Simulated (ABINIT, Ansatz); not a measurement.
**A GW run on BaTiO3 (P4mm) in ABINIT, with inputs changed**

Aim: change inputs of a GW run on BaTiO3 (P4mm) and see what moves.

Program: ABINIT 10.8.3. Level of theory: PBE and many-body steps on it, plane waves. Results are calculated unless marked as measured.

The database entry behind the starting cell differs from later determinations by our own check (c/a about 0.6 % short), so it need not match the best structure at ambient conditions.

## (1) The starting structure

It takes space group P4mm (No. 99, tetragonal). Conventional cell: a = 4.000 Å, b = 4.000 Å, c = 4.018 Å, α = 90.00°, β = 90.00°, γ = 90.00°. Ba has 12 O at 2.79 to 2.88 Å nearest. Nearest to Ti lie 6 O at 1.89 to 2.13 Å. O has 2 Ti at 1.89 to 2.13 Å and 4 Ba at 2.83 Å nearest. Nearest to O lie 2 Ti at 2.00 Å and 4 Ba at 2.79 to 2.88 Å. Farther neighbours and most contacts between anions are not listed.

The cell and positions come from the Crystallography Open Database and are kept as given unless a step says otherwise. Spin-orbit coupling is left out unless a step names it.

## (2) Screening, 4×4×4 mesh, 118 bands, screening to 141.5 eV

This step: ABINIT 10.8.3; RPA screening on PBE, plane waves, norm-conserving pseudopotentials.

The RPA dielectric matrix is built and inverted for each q.

run.abi

```
acell 3*1.0 Angstrom
rprim 
  3.999800000000 0.000000000000 0.000000000000
  0.000000000000 3.999800000000 0.000000000000
  0.000000000000 0.000000000000 4.018000000000
ntypat 3
znucl 56 22 8
natom 5
typat 1 2 3 3 3
xred 
  0.000000000000 0.000000000000 0.000000000000
  0.500000000000 0.500000000000 0.490000000000
  0.500000000000 0.500000000000 0.019000000000
  0.500000000000 0.000000000000 0.517000000000
  0.000000000000 0.500000000000 0.517000000000
pp_dirpath "pseudos"
pseudos "Ba.upf, Ti.upf, O.upf"
ecut 38
ngkpt 4 4 4
nshiftk 1
shiftk 0 0 0
kptopt 1
chksymbreak 0
istwfk *1
occopt 1
irdwfk 1
optdriver 3
nband 118
ecuteps 5.2
inclvkb 2
awtr 1
symchi 1
indata_prefix "in"
outdata_prefix "out"
tmpdata_prefix "tmp"
```

Launch:

```
> OMP_NUM_THREADS=1 mpirun -n 4 abinit run.abi > log
```

What it wrote:

```text
.Version 10.8.3 of ABINIT. v10.8.2 released Aug 2026.

 Symmetries : space group P4 m m (# 99); Bravais tP (primitive tetrag.)
[... echo of the input left out ...]
== DATASET  1 ==================================================================
-   mpi_nproc: 4, omp_nthreads: 1 (-1 if OMP is not activated)

--- !DatasetInfo
iteration_state: {dtset: 1, }
dimensions: {natom: 5, nkpt: 18, mband: 118, nsppol: 1, nspinor: 1, nspden: 1, mpw: 4929, }
cutoff_energies: {ecut:  38.0, pawecutdg:  -1.0, }
electrons: {nelect:   4.00000000E+01, charge:   0.00000000E+00, occopt:   1.00000000E+00, tsmear:   1.00000000E-02, }

 SCREENING: Calculation of the susceptibility and dielectric matrices

 Based on a program developped by R.W. Godby, V. Olevano, G. Onida, and L. Reining.
 Incorporated in ABINIT by V. Olevano, G.-M. Rignanese, and M. Torrent.
.Using double precision arithmetic ; gwpc =  8

[... cell and pseudopotentials left out ...]
--------------------------------------------------------------------------------

 ==== K-mesh for the wavefunctions ====
 Number of points in the irreducible wedge :    18
[... list of points left out ...]
 Together with  8 symmetry operations and time-reversal symmetry
 yields    64 points in the full Brillouin Zone.

 ==== Q-mesh for the screening function ====
 Number of points in the irreducible wedge :    18
[... list of points left out ...]
 Together with  8 symmetry operations and time-reversal symmetry
 yields    64 points in the full Brillouin Zone.

 setmesh: FFT mesh size selected  =    30x   30x   30
          total number of points  =        27000

 vcoul_init : cutoff-mode = AUXILIARY_FUNCTION
 q-points for optical limit:   1
     1)      0.000010    0.000020    0.000030

- screening: taking advantage of time-reversal symmetry
- Maximum band index for partially occupied states nbvw = 20
- Remaining bands to be divided among processors   nbcw = 98
- Number of bands treated by each node ~24

 Number of electrons calculated from density =   40.0000; Expected =   40.0000
 average of density, n =  0.092210
 r_s =    1.3731
 omega_plasma =   29.2917 [eV]

 calculating chi0 at frequencies [eV] :
  1    0.000000E+00    0.000000E+00
  2    0.000000E+00    2.929166E+01

--------------------------------------------------------------------------------
  q-point number  1        q = ( 0.000000, 0.000000, 0.000000) [r.l.u.]
--------------------------------------------------------------------------------
[... chi0 elements left out ...]
 For q-point:  0.000010 0.000020 0.000030
  dielectric constant =   6.1760
  dielectric constant without local fields =   6.7373

  Average fulfillment of the sum rule on Im[epsilon] for q-point    1 :     63.52  [%]
[... wings left out ...]
  q-point number  2        q = ( 0.250000, 0.000000, 0.000000) [r.l.u.]
--------------------------------------------------------------------------------
[... chi0 elements left out ...]
  Average fulfillment of the sum rule on Im[epsilon] for q-point    2 :     75.76  [%]

 [... 16 further q-points ...]
```

It took 2.4 min on 4 MPI ranks of Arm Neoverse V2, shared host; peak memory 1.9 GiB; 9.8 min of CPU time.

This step gave:

- ε∞ with local fields, on this mesh, along the program's q direction: 6.176
- the same without local fields: 6.737
- plasma frequency: 29.29 eV
- plane waves in the screening matrix: 251

Local fields lower ε∞ by 8 %. On a Γ-centred mesh this coarse the value itself is usually too large, while a short band sum pulls it down.

## (3) Base

The self-energy is evaluated for the states that the input lists, and the levels follow from it, in one-shot runs by the linearised quasiparticle equation.

This step: G0W0 on PBE, plane waves, norm-conserving pseudopotentials.

run.abi, as its differences from that of step 2:

```diff
@@ -26,8 +26,17 @@
 irdwfk 1
-optdriver 3
+optdriver 4
 nband 118
+gwcalctyp 0
+ecutsigx 38
+symsigma 1
+nkptgw 2
+kptgw 
+  0.5000000000 0.5000000000 0.5000000000
+  0.0000000000 0.0000000000 0.0000000000
+bdgw 
+  18 23
+  19 23
 ecuteps 5.2
-inclvkb 2
-awtr 1
-symchi 1
+irdscr 1
+ppmodel 1
 indata_prefix "in"
```

What it wrote:

```text
.Version 10.8.3 of ABINIT. v10.8.2 released Aug 2026.

 Symmetries : space group P4 m m (# 99); Bravais tP (primitive tetrag.)
[... echo of the input left out ...]
== DATASET  1 ==================================================================
-   mpi_nproc: 4, omp_nthreads: 1 (-1 if OMP is not activated)

--- !DatasetInfo
iteration_state: {dtset: 1, }
dimensions: {natom: 5, nkpt: 18, mband: 118, nsppol: 1, nspinor: 1, nspden: 1, mpw: 4929, }
cutoff_energies: {ecut:  38.0, pawecutdg:  -1.0, }
electrons: {nelect:   4.00000000E+01, charge:   0.00000000E+00, occopt:   1.00000000E+00, tsmear:   1.00000000E-02, }

 SIGMA: Calculation of the GW corrections

 Based on a program developped by R.W. Godby, V. Olevano, G. Onida, and L. Reining.
 Incorporated in ABINIT by V. Olevano, G.-M. Rignanese, and M. Torrent.
.Using double precision arithmetic ; gwpc =  8

[... cell and pseudopotentials left out ...]
--------------------------------------------------------------------------------

 ==== K-mesh for the wavefunctions ====
 Number of points in the irreducible wedge :    18
[... list of points left out ...]
 Together with  8 symmetry operations and time-reversal symmetry
 yields    64 points in the full Brillouin Zone.

 ==== Q-mesh for screening function ====
 Number of points in the irreducible wedge :    18
[... list of points left out ...]
 Together with  8 symmetry operations and time-reversal symmetry
 yields    64 points in the full Brillouin Zone.

 vcoul_init : cutoff-mode = AUXILIARY_FUNCTION
 q-points for optical limit:   1
     1)      0.000010    0.000020    0.000030
 setmesh: FFT mesh size selected  =    45x   45x   45
          total number of points  =        91125

 Number of electrons calculated from density =   40.0000; Expected =   40.0000
 average of density, n =  0.092210
 r_s =    1.3731
 omega_plasma =   29.2917 [eV]

 === KS Band Gaps ===
  >>>> For spin  1
   Minimum direct gap =   2.1061 [eV], located at k-point      :   0.0000  0.0000  0.0000
   Fundamental gap    =   1.8259 [eV], Top of valence bands at :   0.5000  0.5000  0.5000
                                       Bottom of conduction at :   0.0000  0.0000  0.0000
 SIGMA fundamental parameters:
 PLASMON POLE MODEL  1
 number of plane-waves for SigmaX                 4929
 number of plane-waves for SigmaC and W            251
 number of plane-waves for wavefunctions          4929
 number of bands                                   118
 number of independent spin polarizations            1
 number of spinorial components                      1
 number of k-points in IBZ                          18
 number of q-points in IBZ                          18
 number of symmetry operations                       8
 number of k-points in BZ                           64
 number of q-points in BZ                           64
 number of frequencies for dSigma/dE                 9
 frequency step for dSigma/dE [eV]                0.25
 number of omega for Sigma on real axis              0
 max omega for Sigma on real axis  [eV]           0.00
 zcut for avoiding poles [eV]                     0.10

 EPSILON^-1 parameters (SCR file):
 dimension of the eps^-1 matrix on file            251
 dimension of the eps^-1 matrix used               251
 number of plane-waves for wavefunctions          4929
 number of bands                                   118
 number of q-points in IBZ                          18
 number of frequencies                               2
 number of real frequencies                          1
 number of imag frequencies                          1

 matrix elements of self-energy operator (all in [eV])

 Perturbative Calculation

--- !SelfEnergy_ee
iteration_state: {dtset: 1, }
kpoint     : [   0.500,    0.500,    0.500, ]
spin       : 1
KS_gap     :    4.212
QP_gap     :    6.002
Delta_QP_KS:    1.791
data: !SigmaeeData |
     Band     E0 <VxcDFT>   SigX SigC(E0)      Z dSigC/dE  Sig(E)    E-E0       E
       18   6.549 -19.970 -25.000   5.100   0.763  -0.310 -19.916   0.053   6.602
       19   6.549 -19.970 -25.000   5.100   0.763  -0.310 -19.916   0.053   6.602
       20   6.633 -19.991 -25.032   5.132   0.762  -0.312 -19.922   0.069   6.702
       21  10.844 -21.880 -13.200  -6.166   0.740  -0.351 -20.020   1.860  12.705
       22  10.844 -21.880 -13.200  -6.166   0.740  -0.351 -20.020   1.860  12.705
       23  10.845 -21.881 -13.129  -6.250   0.734  -0.362 -20.044   1.837  12.683

--- !SelfEnergy_ee
iteration_state: {dtset: 1, }
kpoint     : [   0.000,    0.000,    0.000, ]
spin       : 1
KS_gap     :    2.106
QP_gap     :    3.573
Delta_QP_KS:    1.467
data: !SigmaeeData |
     Band     E0 <VxcDFT>   SigX SigC(E0)      Z dSigC/dE  Sig(E)    E-E0       E
       19   6.353 -20.076 -24.606   4.611   0.769  -0.301 -20.014   0.062   6.415
       20   6.353 -20.076 -24.606   4.611   0.769  -0.301 -20.014   0.062   6.415
       21   8.459 -18.809 -11.399  -5.444   0.778  -0.286 -17.280   1.529   9.988
       22   8.671 -19.000 -11.886  -5.132   0.777  -0.287 -17.461   1.539  10.209
       23   8.671 -19.000 -11.886  -5.132   0.777  -0.287 -17.461   1.539  10.209

== END DATASET(S) ==============================================================
================================================================================

 -outvars: echo values of variables after computation  --------
           etotal      0.0000000000E+00
            nband         118
             nkpt          18
          spgroup          99
 [... the other variables as echoed above ...]

 Calculation completed.
```

Run time: 19 s. Hardware: 4 MPI ranks; peak memory 1.6 GiB.

Numbers from this step:

```yaml
g0w0_gap_on_the_points_computed: 3.286 eV
starting_gap_on_the_mesh: 1.826 eV
k_of_the_valence_top: 0.5, 0.5, 0.5
k_of_the_conduction_bottom: 0, 0, 0
z_at_the_valence_top: 0.762
z_at_the_conduction_bottom: 0.778
least_direct_g0w0_gap_on_the_computed_points: 3.573 eV
```

The gap on the mesh goes from 1.83 eV to 3.29 eV, a correction of +1.46 eV.

[end of part 1 of 2]

[Paths, hosts, dates, memory and timing lines, banners, echoed tables and standing remarks are left out of the program output.]

[Logs are printed without paths, hosts, clocks, repeated set-up lines and the standing remarks that a program may print on its own settings, such as how far it seeks lower states.]

[Runs of the session that timed out or met a known fault of the program may be left out.]

[Hosts, paths, dates, database ids (printed as entryN), source tags and the programs' standing remarks are cut or masked in the printed files.]

[G0W0 gaps are taken among the corrected bands and points alone; a level outside them can change the order at an edge.]

[Where Ansatz stands beside ABINIT at settings called matched, ABINIT's density can come from a denser mesh and the files from another edition; pairs whose starting gaps differed by over 0.03 eV were left out, so agreement reads better than it is.]
